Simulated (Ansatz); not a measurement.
# Al wire along [110], 17 atoms a period: bands along the axis

Aim: is the Al wire along [110], 17 atoms a period a metal or a semiconductor?

Calculated with Ansatz 0.2.0; DFT PBE, plane waves, PAW; relaxation of a wire's period; PAW set soft_1, in the first sound run; inputs show where later runs differ.

**1. The starting structure**

The cell holds 17 atoms: 17 Al. Cell: a = 14.880 Å, b = 15.370 Å, c = 2.857 Å, α = 90.0°, β = 90.0°, γ = 90.0°. Vacuum lies along a and b. The structure's axis is c.

**2. Relaxing the period**

Band widths follow the bond lengths, so the wire is relaxed first. The atoms and the third cell vector are free; the box across stays fixed as vacuum. A Fermi-Dirac smearing is set since the result may be a metal. The pressure printed is a third of the stress's trace over the whole box, vacuum included; only the stress along the axis is relaxed.

File input.yaml:

```yaml
crystal:
  lattice:
    - [14.88, 0.0, 0.0]
    - [0.0, 15.37, 0.0]
    - [0.0, 0.0, 2.856711396]
  atoms:
    - { symbol: Al, position: [0.228494624, 0.314141555, 0.0] }
    - { symbol: Al, position: [0.228494624, 0.500004365, 0.0] }
    - { symbol: Al, position: [0.5, 0.314141555, 0.0] }
    - { symbol: Al, position: [0.5, 0.500004365, 0.0] }
    - { symbol: Al, position: [0.771505376, 0.314141555, 0.0] }
    - { symbol: Al, position: [0.771505376, 0.500004365, 0.0] }
    - { symbol: Al, position: [0.364247312, 0.22121015, 0.5] }
    - { symbol: Al, position: [0.364247312, 0.40707296, 0.5] }
    - { symbol: Al, position: [0.364247312, 0.59293577, 0.5] }
    - { symbol: Al, position: [0.364247312, 0.778798581, 0.5] }
    - { symbol: Al, position: [0.635752688, 0.22121015, 0.5] }
    - { symbol: Al, position: [0.635752688, 0.40707296, 0.5] }
    - { symbol: Al, position: [0.635752688, 0.59293577, 0.5] }
    - { symbol: Al, position: [0.635752688, 0.778798581, 0.5] }
    - { symbol: Al, position: [0.228494624, 0.685867176, 0.0] }
    - { symbol: Al, position: [0.5, 0.685867176, 0.0] }
    - { symbol: Al, position: [0.771505376, 0.685867176, 0.0] }
kpoints:
  mp_grid: { grid: [1, 1, 29] }
scf:
  occupations: { method: fermi_dirac, width: 0.05 }
hamiltonian:
  xc: pbe
  pseudopotentials: { kind: paw, azcp: { folder: soft_1 } }
relax:
  cell: { fix: [a, b, alpha, beta, gamma] }
  max_steps: 45
  f_tol: 0.03
```

On the command line:

```sh
$ ansatz run input.yaml --threads 4 --pin off --max-ram 16384MiB --backend cpu --events-out ev --progress --plain --runs-dir out
```

Numbers of over 12 decimals in the logs are rounded to 6 here.

What it wrote:

```text
Engine: ansatz 0.2.0, aarch64-unknown-linux-gnu
Pseudopotentials: kind: paw
Pseudopotential: Al, paw, valence charge 3, recommended cutoff 420 eV (normal), soft_1/Al.paw.azcp
Functional definition: PBE
  parameter kappa = 0.804
  parameter beta = 0.066725
  exchange = pbe_x(kappa = kappa, mu = beta*pi^2/3)
  correlation = pbe_c(beta = beta)
Crystal: 17 atoms, lattice volume = 653.346 Å³
Basis set: ecut = 420 eV, 12775 PW (Γ), exchange–correlation on 200×216×40 points (8 copies of the dense FFT grid, shifted against one another)
Bands: 43, of which v1, the nominal top of the filled ones, is band 26 counted from 1 (25 counted from 0)
Symmetry: 8 space group operations
Space group: Pmmm (ITA 47), of the structure as read, at distance tolerance 8.7e-5 Å
k-points: 15 of 29
Non-local potential: Al, projectors of the file, l = 0: 2, l = 1: 2, l = 2: 1
PAW form: soft (Blöchl's): semilocal exchange-correlation on the pseudo side does not see the compensation charge
PAW one-centre angular grid: Al, 110 points (default); XC on 64 Gauss nodes
Initial density: superposition of atomic densities (neutral atoms: chi_scale 0, normalization atom)
Initial wavefunctions: pseudopotential atomic-orbital guess
Functional: x = pbe(κ = 0.804, μ = 0.219515), c = pbe(β = 0.066725)
SCF iter   1: F=—  HF=-9134.804502 eV  |F-HF|=—  |Δ(HF+E_count)|=         —  Δρ=2.07e-2  dr2=3.10e1  ethr=3.10e-3  ⟨swp⟩=9.3  Hψ=3893  notcnv=0  defer=7
preconditioner: auto → LDOS  [metal: Δε(μ)=0.037 eV  Ē_g=6.227 eV  σ=0.050 eV  W_gap=0.18  n_scr=60 (ndim 8)  ℏωp=10.4 eV  f_vac=0.291  D(μ)=8.68/eV (n_scr^D=44)  β→1.0]
SCF iter   2: F=—  HF=-9131.289944 eV  |F-HF|=—  |Δ(HF+E_count)|=    3.51e0  Δρ=1.16e-2  dr2=3.40e0  ethr=3.10e-3  ⟨swp⟩=4.5  Hψ=1820  notcnv=0  defer=88
SCF iter   3: F=—  HF=-9131.027294 eV  |F-HF|=—  |Δ(HF+E_count)|=   2.63e-1  Δρ=2.08e-3  dr2=1.50e-1  ethr=3.10e-3  ⟨swp⟩=3.1  Hψ=1209  notcnv=0  defer=88
SCF iter   4: F=—  HF=-9131.005019 eV  |F-HF|=—  |Δ(HF+E_count)|=   2.23e-2  Δρ=5.54e-4  dr2=6.08e-3  ethr=2.93e-4  ⟨swp⟩=2.9  Hψ=1280  notcnv=0  defer=82
SCF iter   5: F=—  HF=-9131.005384 eV  |F-HF|=—  |Δ(HF+E_count)|=   3.65e-4  Δρ=1.75e-4  dr2=5.62e-4  ethr=1.19e-5  ⟨swp⟩=2.1  Hψ=1086  notcnv=0  defer=82
SCF iter   6: F=—  HF=-9131.005494 eV  |F-HF|=—  |Δ(HF+E_count)|=   1.10e-4  Δρ=4.36e-5  dr2=3.56e-5  ethr=1.10e-6  ⟨swp⟩=2.9  Hψ=1021  notcnv=0  defer=82
SCF iter   7: F=—  HF=-9131.005318 eV  |F-HF|=—  |Δ(HF+E_count)|=   1.76e-4  Δρ=1.03e-5  dr2=3.07e-6  ethr=6.98e-8  ⟨swp⟩=2.7  Hψ=1041  notcnv=0  defer=82
SCF iter   8: F=—  HF=-9131.005318 eV  |F-HF|=—  |Δ(HF+E_count)|=   2.62e-7  Δρ=3.12e-6  dr2=1.68e-7  ethr=6.01e-9  ⟨swp⟩=2.3  Hψ=922  notcnv=0  defer=82
SCF iter   9: F=-9131.005318 eV  HF=-9131.005318 eV  |F-HF|=9.17e-10  |Δ(HF+E_count)|=   8.30e-9  Δρ=7.27e-7  dr2=7.62e-9  ethr=1.96e-10  ⟨swp⟩=5.1  Hψ=2114  notcnv=0
SCF 1 converged in 9 iterations: F = -9131.005318 eV  dr2 = 7.62e-9
  greatest PAW one-centre occupation: 0.487 electrons in one spin orbital (limit 2), on the Al atom at site 16 (counted from 0), in its partial waves of l = 0
relax step   1: F+E_penalty+E_count = -9131.00531824 eV  Δ(F+E_penalty+E_count) = +0.000e0 eV  max|allowed force component| = 2.929e-1 eV/Å  Δτ_max = 0.0000 Å  P = -1.271 GPa  Ω = 653.346 Å³  fix = [a, b, alpha, beta, gamma]  reactions: a +0.501, b -1.290 GPa  (9 SCF iters, dr2 threshold 1.00e-7 eV, accepted)
Crystal: 17 atoms, lattice volume = 622.136 Å³
Basis set: ecut = 420 eV, 12195 PW (Γ), exchange–correlation on 200×216×40 points (8 copies of the dense FFT grid, shifted against one another)
Initial density: handed on by an earlier stage of this run
Initial wavefunctions: those handed on with the density
iter 1 solved again at ethr=9.70e-4 eV; its pass at ethr=3.10e-3 eV (dr2=4.95e-1 eV) is discarded
SCF iter   1: F=—  HF=-9131.554191 eV  |F-HF|=—  |Δ(HF+E_count)|=         —  Δρ=4.15e-3  dr2=5.04e-1  ethr=9.70e-4  ⟨swp⟩=3.8  Hψ=3873  notcnv=0  defer=3
preconditioner: auto → LDOS  [metal: Δε(μ)=0.016 eV  Ē_g=6.120 eV  σ=0.050 eV  W_gap=0.08  n_scr=60 (ndim 8)  ℏωp=10.6 eV  f_vac=0.329  D(μ)=8.41/eV (n_scr^D=44)  β→1.0]
SCF iter   2: F=—  HF=-9131.477638 eV  |F-HF|=—  |Δ(HF+E_count)|=   7.66e-2  Δρ=1.68e-3  dr2=6.56e-2  ethr=9.70e-4  ⟨swp⟩=3.4  Hψ=1126  notcnv=0  defer=27
SCF iter   3: F=—  HF=-9131.475761 eV  |F-HF|=—  |Δ(HF+E_count)|=   1.88e-3  Δρ=4.71e-4  dr2=8.96e-3  ethr=1.29e-4  ⟨swp⟩=2.9  Hψ=1089  notcnv=0  defer=35
SCF iter   4: F=—  HF=-9131.475481 eV  |F-HF|=—  |Δ(HF+E_count)|=   2.81e-4  Δρ=1.24e-4  dr2=3.34e-4  ethr=1.76e-5  ⟨swp⟩=2.1  Hψ=858  notcnv=0  defer=35
SCF iter   5: F=—  HF=-9131.475256 eV  |F-HF|=—  |Δ(HF+E_count)|=   2.24e-4  Δρ=2.63e-5  dr2=1.09e-5  ethr=6.55e-7  ⟨swp⟩=2.2  Hψ=1038  notcnv=0  defer=35
SCF iter   6: F=-9131.475259 eV  HF=-9131.475259 eV  |F-HF|=6.06e-8  |Δ(HF+E_count)|=   3.04e-6  Δρ=7.68e-6  dr2=7.70e-7  ethr=3.33e-9  ⟨swp⟩=6.0  Hψ=2318  notcnv=0
SCF 2 converged in 6 iterations: F = -9131.475259 eV  dr2 = 7.70e-7
  greatest PAW one-centre occupation: 0.483 electrons in one spin orbital (limit 2), on the Al atom at site 14 (counted from 0), in its partial waves of l = 0
relax step   2: F+E_penalty+E_count = -9131.47525928 eV  Δ(F+E_penalty+E_count) = -4.699e-1 eV  max|allowed force component| = 1.478e-1 eV/Å  Δτ_max = 0.1831 Å  P = +0.246 GPa  Ω = 622.136 Å³  energy of the carried Pulay correction = +3.082e-3 eV  fix = [a, b, alpha, beta, gamma]  reactions: a +0.201, b +0.633 GPa  (6 SCF iters, dr2 threshold 1.70e-6 eV, accepted)
Crystal: 17 atoms, lattice volume = 618.670 Å³
Basis set: ecut = 420 eV, 12143 PW (Γ), exchange–correlation on 200×216×40 points (8 copies of the dense FFT grid, shifted against one another)
iter 1 solved again at ethr=1.88e-4 eV; its pass at ethr=3.10e-3 eV (dr2=9.57e-2 eV) is discarded
SCF iter   1: F=—  HF=-9131.529177 eV  |F-HF|=—  |Δ(HF+E_count)|=         —  Δρ=1.62e-3  dr2=8.34e-2  ethr=1.88e-4  ⟨swp⟩=4.7  Hψ=3227  notcnv=0  defer=2
preconditioner: auto → LDOS  [metal: Δε(μ)=0.029 eV  Ē_g=6.066 eV  σ=0.050 eV  W_gap=0.14  n_scr=60 (ndim 8)  ℏωp=10.7 eV  f_vac=0.330  D(μ)=7.88/eV (n_scr^D=44)  β→1.0]
SCF iter   2: F=—  HF=-9131.519858 eV  |F-HF|=—  |Δ(HF+E_count)|=   9.32e-3  Δρ=5.22e-4  dr2=4.56e-3  ethr=1.63e-4  ⟨swp⟩=2.7  Hψ=1032  notcnv=0  defer=6
SCF iter   3: F=—  HF=-9131.519582 eV  |F-HF|=—  |Δ(HF+E_count)|=   2.77e-4  Δρ=1.75e-4  dr2=1.26e-3  ethr=8.95e-6  ⟨swp⟩=2.1  Hψ=1118  notcnv=0  defer=10
SCF iter   4: F=—  HF=-9131.519277 eV  |F-HF|=—  |Δ(HF+E_count)|=   3.05e-4  Δρ=6.16e-5  dr2=1.45e-4  ethr=2.47e-6  ⟨swp⟩=1.8  Hψ=739  notcnv=0  defer=10
SCF iter   5: F=—  HF=-9131.519268 eV  |F-HF|=—  |Δ(HF+E_count)|=   9.38e-6  Δρ=1.18e-5  dr2=2.59e-6  ethr=2.83e-7  ⟨swp⟩=2.7  Hψ=965  notcnv=0  defer=10
SCF iter   6: F=-9131.519268 eV  HF=-9131.519268 eV  |F-HF|=2.18e-9  |Δ(HF+E_count)|=   3.07e-7  Δρ=2.51e-6  dr2=7.80e-8  ethr=2.68e-9  ⟨swp⟩=5.3  Hψ=2172  notcnv=0
SCF 3 converged in 6 iterations: F = -9131.519268 eV  dr2 = 7.80e-8
  greatest PAW one-centre occupation: 0.482 electrons in one spin orbital (limit 2), on the Al atom at site 16 (counted from 0), in its partial waves of l = 0
relax step   3: F+E_penalty+E_count = -9131.51926804 eV  Δ(F+E_penalty+E_count) = -4.401e-2 eV  max|allowed force component| = 5.683e-2 eV/Å  Δτ_max = 0.1022 Å  P = +0.142 GPa  Ω = 618.670 Å³  energy of the carried Pulay correction = +3.433e-3 eV  fix = [a, b, alpha, beta, gamma]  reactions: a +0.225, b +0.242 GPa  (6 SCF iters, dr2 threshold 1.37e-6 eV, accepted)
Crystal: 17 atoms, lattice volume = 616.274 Å³
Basis set: ecut = 420 eV, 12127 PW (Γ), exchange–correlation on 200×216×40 points (8 copies of the dense FFT grid, shifted against one another)
iter 1 solved again at ethr=8.04e-5 eV; its pass at ethr=3.10e-3 eV (dr2=4.10e-2 eV) is discarded
SCF iter   1: F=—  HF=-9131.529794 eV  |F-HF|=—  |Δ(HF+E_count)|=         —  Δρ=1.06e-3  dr2=3.82e-2  ethr=8.04e-5  ⟨swp⟩=3.7  Hψ=2936  notcnv=0  defer=1
preconditioner: auto → LDOS  [metal: Δε(μ)=0.036 eV  Ē_g=6.057 eV  σ=0.050 eV  W_gap=0.18  n_scr=60 (ndim 8)  ℏωp=10.7 eV  f_vac=0.327  D(μ)=7.33/eV (n_scr^D=36)  β→1.0]
SCF iter   2: F=—  HF=-9131.525743 eV  |F-HF|=—  |Δ(HF+E_count)|=   4.05e-3  Δρ=3.30e-4  dr2=2.27e-3  ethr=7.49e-5  ⟨swp⟩=2.4  Hψ=856  notcnv=0  defer=3
SCF iter   3: F=—  HF=-9131.525647 eV  |F-HF|=—  |Δ(HF+E_count)|=   9.64e-5  Δρ=1.15e-4  dr2=5.77e-4  ethr=4.45e-6  ⟨swp⟩=2.2  Hψ=1115  notcnv=0  defer=3
SCF iter   4: F=—  HF=-9131.525595 eV  |F-HF|=—  |Δ(HF+E_count)|=   5.14e-5  Δρ=3.65e-5  dr2=5.84e-5  ethr=1.13e-6  ⟨swp⟩=1.4  Hψ=739  notcnv=0  defer=3
SCF iter   5: F=—  HF=-9131.525414 eV  |F-HF|=—  |Δ(HF+E_count)|=   1.81e-4  Δρ=6.83e-6  dr2=7.03e-7  ethr=1.14e-7  ⟨swp⟩=2.5  Hψ=953  notcnv=0  defer=3
SCF iter   6: F=-9131.525415 eV  HF=-9131.525415 eV  |F-HF|=6.47e-9  |Δ(HF+E_count)|=   2.00e-7  Δρ=1.47e-6  dr2=3.59e-8  ethr=3.96e-10  ⟨swp⟩=5.7  Hψ=2338  notcnv=0
SCF 4 converged in 6 iterations: F = -9131.525415 eV  dr2 = 3.59e-8
relax step   4: F+E_penalty+E_count = -9131.52541462 eV  Δ(F+E_penalty+E_count) = -6.147e-3 eV  max|allowed force component| = 4.685e-2 eV/Å  Δτ_max = 0.0680 Å  P = +0.096 GPa  Ω = 616.274 Å³  energy of the carried Pulay correction = +3.677e-3 eV  fix = [a, b, alpha, beta, gamma]  reactions: a +0.004, b +0.115 GPa  (6 SCF iters, dr2 threshold 2.02e-7 eV, accepted)
Crystal: 17 atoms, lattice volume = 617.752 Å³
Basis set: ecut = 420 eV, 12135 PW (Γ), exchange–correlation on 200×216×40 points (8 copies of the dense FFT grid, shifted against one another)
iter 1 solved again at ethr=6.91e-6 eV; its pass at ethr=3.10e-3 eV (dr2=3.52e-3 eV) is discarded
SCF iter   1: F=—  HF=-9131.528221 eV  |F-HF|=—  |Δ(HF+E_count)|=         —  Δρ=3.38e-4  dr2=3.80e-3  ethr=6.91e-6  ⟨swp⟩=2.5  Hψ=2923  notcnv=0
preconditioner: auto → LDOS  [metal: Δε(μ)=0.017 eV  Ē_g=6.063 eV  σ=0.050 eV  W_gap=0.08  n_scr=60 (ndim 8)  ℏωp=10.7 eV  f_vac=0.330  D(μ)=7.83/eV (n_scr^D=44)  β→1.0]
SCF iter   2: F=—  HF=-9131.527767 eV  |F-HF|=—  |Δ(HF+E_count)|=   4.55e-4  Δρ=1.37e-4  dr2=6.64e-4  ethr=6.91e-6  ⟨swp⟩=2.5  Hψ=947  notcnv=0
SCF iter   3: F=—  HF=-9131.527737 eV  |F-HF|=—  |Δ(HF+E_count)|=   2.93e-5  Δρ=5.85e-5  dr2=7.99e-5  ethr=1.30e-6  ⟨swp⟩=2.3  Hψ=916  notcnv=0
SCF iter   4: F=—  HF=-9131.527554 eV  |F-HF|=—  |Δ(HF+E_count)|=   1.84e-4  Δρ=2.07e-5  dr2=1.04e-5  ethr=1.57e-7  ⟨swp⟩=2.3  Hψ=1020  notcnv=0
SCF iter   5: F=—  HF=-9131.527552 eV  |F-HF|=—  |Δ(HF+E_count)|=   1.27e-6  Δρ=5.65e-6  dr2=6.11e-7  ethr=2.05e-8  ⟨swp⟩=2.1  Hψ=856  notcnv=0
SCF iter   6: F=-9131.527552 eV  HF=-9131.527552 eV  |F-HF|=1.49e-9  |Δ(HF+E_count)|=   3.55e-8  Δρ=8.91e-7  dr2=9.38e-9  ethr=2.69e-10  ⟨swp⟩=5.7  Hψ=2253  notcnv=0
SCF 5 converged in 6 iterations: F = -9131.527552 eV  dr2 = 9.38e-9
relax step   5: F+E_penalty+E_count = -9131.52755245 eV  Δ(F+E_penalty+E_count) = -2.138e-3 eV  max|allowed force component| = 9.052e-3 eV/Å  Δτ_max = 0.0227 Å  P = +0.095 GPa  Ω = 617.752 Å³  energy of the carried Pulay correction = +3.527e-3 eV  fix = [a, b, alpha, beta, gamma]  reactions: a +0.169, b +0.111 GPa  (6 SCF iters, dr2 threshold 1.37e-7 eV, accepted)
Initial wavefunctions: pseudopotential atomic-orbital guess (no wavefunctions were taken with the density)
iter 1 solved again at ethr=2.90e-6 eV; its pass at ethr=3.10e-3 eV (dr2=1.48e-3 eV) is discarded
SCF iter   1: F=—  HF=-9131.525681 eV  |F-HF|=—  |Δ(HF+E_count)|=         —  Δρ=2.13e-5  dr2=3.70e-7  ethr=2.90e-6  ⟨swp⟩=4.6  Hψ=5874  notcnv=0  defer=2
eigensolver tolerance schedule: the retry pair's looser diagonalisation over-reported the residual by 3997.53 of it (diagonalisation noise at an unbounded share of the residual, at the tolerance the schedule requests for it); recorded, not acted on — ethr = c·dr2/N_el stays at c = 1.0e-1
preconditioner: auto → LDOS  [metal: Δε(μ)=0.020 eV  Ē_g=6.061 eV  σ=0.050 eV  W_gap=0.10  n_scr=60 (ndim 8)  ℏωp=10.7 eV  f_vac=0.330  D(μ)=7.79/eV (n_scr^D=44)  β→1.0]
SCF iter   2: F=—  HF=-9131.525547 eV  |F-HF|=—  |Δ(HF+E_count)|=   1.34e-4  Δρ=3.73e-6  dr2=2.55e-7  ethr=7.25e-10  ⟨swp⟩=4.3  Hψ=1756  notcnv=0  defer=2
SCF iter   3: F=—  HF=-9131.525547 eV  |F-HF|=—  |Δ(HF+E_count)|=   3.91e-8  Δρ=1.38e-6  dr2=1.51e-8  ethr=4.99e-10  ⟨swp⟩=2.4  Hψ=899  notcnv=0  defer=2
SCF iter   4: F=—  HF=-9131.525547 eV  |F-HF|=—  |Δ(HF+E_count)|=   7.36e-9  Δρ=2.87e-7  dr2=2.07e-9  ethr=2.96e-11  ⟨swp⟩=2.1  Hψ=995  notcnv=0  defer=2
SCF iter   5: F=-9131.525547 eV  HF=-9131.525547 eV  |F-HF|=2.73e-11  |Δ(HF+E_count)|=  2.16e-10  Δρ=5.62e-8  dr2=6.01e-11  ethr=1.00e-12  ⟨swp⟩=4.1  Hψ=2751  notcnv=0
SCF 6 converged in 5 iterations: F = -9131.525547 eV  dr2 = 6.01e-11
relax step   6: F+E_penalty+E_count = -9131.52554739 eV  Δ(F+E_penalty+E_count) = +2.005e-3 eV  max|allowed force component| = 9.131e-3 eV/Å  Δτ_max = 0.0000 Å  P = +0.089 GPa  Ω = 617.752 Å³  fix = [a, b, alpha, beta, gamma]  reactions: a +0.164, b +0.107 GPa  stress off target by 5.13e-3 GPa on what of the cell is left free  SCF on the basis re-selected at this cell (its energy is not comparable with the rows above)  (5 SCF iters)
basis re-selected at this cell: Δ(F+E_penalty+E_count) = +2.005e-3 eV, ΔP = -0.007 GPa vs the last step (what re-selecting the basis moved, of the pressure what is left beyond the Pulay correction that the steps carried, after the strain that the cell walked since its last selection, with what the two solves' SCF thresholds leave and, on support functions, any second-order correction that the steps lacked; it is no m [...]
SCF converged after 5 iterations
Free energy (F): -9131.525547 eV
Harris-Foulkes:  -9131.525547 eV  (|F-HF|=2.73e-11)
Internal energy: -9131.462089 eV  (E = F + TS)
E sigma→0 (E₀):  -9131.493818 eV
Entropy (-TS):   -0.063459 eV (-3.733 meV/atom)
Fermi energy:    1.521701 eV
--- Per-component energies (eV) ---
  E_band       = -131.350549
  E_kinetic    = 364.088227
  E_local      = -3627.710170  (includes V_loc(G=0)·N_el)
  E_nonlocal   = 174.670920
  E_hartree    = 1747.915437
  E_xc         = -627.779021
  E_vxc        = -478.170143  (∫ρ·V_xc dr)
  E_paw        = -7980.464336  (= ΣΔE_a)
  E_vpaw       = -60.060259  (= ΣTr[D̂ρ^β])
  E_aug_tail   = -0.000033  (compensation charges beyond the density's cutoff)
  E_ewald      = 817.816887
  E_smearing   = -0.063459  (= −TS)
  E_closure    = 0.000000  (closes the sum)
  Σ components = -9131.525547   (vs F -9131.525547, Δ=0.00e0)
--- Forces (eV/Å), atoms counted from 1 ---
  atom   1  Al    -0.00913054     0.00702525     0.00000000
  atom   2  Al     0.00731629    -0.00000000     0.00000000
  atom   3  Al     0.00000000     0.00614854     0.00000000
  atom   4  Al     0.00000000     0.00000000     0.00000000
  atom   5  Al     0.00913054     0.00702525     0.00000000
  atom   6  Al    -0.00731629     0.00000000     0.00000000
  atom   7  Al    -0.00143653    -0.00518937    -0.00000000
  atom   8  Al     0.00604567     0.00342152     0.00000000
  atom   9  Al     0.00604567    -0.00342152    -0.00000000
  atom  10  Al    -0.00143653     0.00518937     0.00000000
  atom  11  Al     0.00143653    -0.00518937    -0.00000000
  atom  12  Al    -0.00604567     0.00342152     0.00000000
  atom  13  Al    -0.00604567    -0.00342152    -0.00000000
  atom  14  Al     0.00143653     0.00518937     0.00000000
  atom  15  Al    -0.00913054    -0.00702525    -0.00000000
  atom  16  Al     0.00000000    -0.00614854    -0.00000000
  atom  17  Al     0.00913054    -0.00702525    -0.00000000
  max |Σ_I F_I| component: 1.73e-18 eV/Å
--- Stress (GPa, compression-positive) ---
        0.164308       0.000000      -0.000000
        0.000000       0.106535       0.000000
       -0.000000       0.000000      -0.005133
  P = ⅓ Tr σ = 0.0886 GPa (0.886 kbar)
--- Relaxed structure (5 steps of the walk, 5 accepted, 1 SCFs on fresh bases) ---
  F+E_penalty+E_count = -9131.52554739 eV   max|allowed force component| = 9.131e-3 eV/Å   (the final SCF, on the basis selected at the relaxed cell)
  cell:  # Å, volume = 617.7521 Å³
    - [14.88, 0.0, 0.0]
    - [0.0, 15.37, 0.0]
    - [0.0, 0.0, 2.701080]
  atoms:
    - { symbol: Al, position: [0.217452, 0.321435, 0.0] }
    - { symbol: Al, position: [0.225028, 0.500000, 0.0] }
    - { symbol: Al, position: [0.5, 0.302444, 0.0] }
    - { symbol: Al, position: [0.5, 0.500000, 0.0] }
    - { symbol: Al, position: [0.782548, 0.321435, 0.0] }
    - { symbol: Al, position: [0.774972, 0.500000, 0.0] }
    - { symbol: Al, position: [0.352205, 0.227183, 0.5] }
    - { symbol: Al, position: [0.365852, 0.406463, 0.5] }
    - { symbol: Al, position: [0.365852, 0.593537, 0.5] }
    - { symbol: Al, position: [0.352205, 0.772817, 0.5] }
    - { symbol: Al, position: [0.647795, 0.227183, 0.5] }
    - { symbol: Al, position: [0.634148, 0.406463, 0.5] }
    - { symbol: Al, position: [0.634148, 0.593537, 0.5] }
    - { symbol: Al, position: [0.647795, 0.772817, 0.5] }
    - { symbol: Al, position: [0.217452, 0.678565, 0.0] }
    - { symbol: Al, position: [0.5, 0.697556, 0.0] }
    - { symbol: Al, position: [0.782548, 0.678565, 0.0] }
```

The job ended after 39 s (4 threads of Arm Neoverse V2, shared host; peak memory 1.3 GiB; 2.5 min of CPU time).

(Part 1 of 2 ends here.)

[Logs are printed without paths, hosts, clocks, repeated set-up lines and the standing remarks that a program may print on its own settings, such as how far it seeks lower states.]

[Hosts, paths, dates, database ids (printed as entryN), source tags and the programs' standing remarks are cut or masked in the printed files.]
